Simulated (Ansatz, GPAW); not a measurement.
# Polarising CN/Mo(110) with a field along the normal

The dipole of the cell at several fields, atoms fixed. What does the strongest field give, and what length does the slope stand for?

**Method.** GPAW 26.7.0, plane waves (500 eV), PAW setups, PBE, 6×6 mesh, a dipole layer in the vacuum; geometry relaxed without an applied field with Ansatz 0.2.0. The cell's area is 28.07 Å², and e/ε0 = 180.95 V Å.

What came out, but for one run:

```
field (V/Å)  dipole (e Å)
       −0.2       −0.7392
       −0.1       −0.5598
      −0.05       −0.4699
       0.05       −0.2902
        0.1       −0.2001
        0.2       −0.0198
        0.3             ?
```

**Question.** What is the dipole at 0.3 V/Å?

Worked answer. A line through the 6 points has the slope α = 1.798 e Å per V/Å and the intercept p₀ = −0.3798 e Å (r.m.s. residual 2.4e−04). At 0.3 V/Å it gives p = −0.3798 + 1.798 × 0.3 = 0.1597 e Å; the run gives 0.1612 e Å, so the response stays linear to 0.3 % of the induced part. Dividing by ε0 and the area: α/(ε0 A) = 1.798 × 180.95 / 28.07 = 11.60 Å, against 9.38 Å between the outer nuclei.

**Limits.** This is the electronic response alone; ions that move would add to it in polar layers. No run was spin-polarised, so magnetic states weren't tested.

[Logs are printed without paths, hosts, clocks, repeated set-up lines and the standing remarks that a program may print on its own settings, such as how far it seeks lower states.]
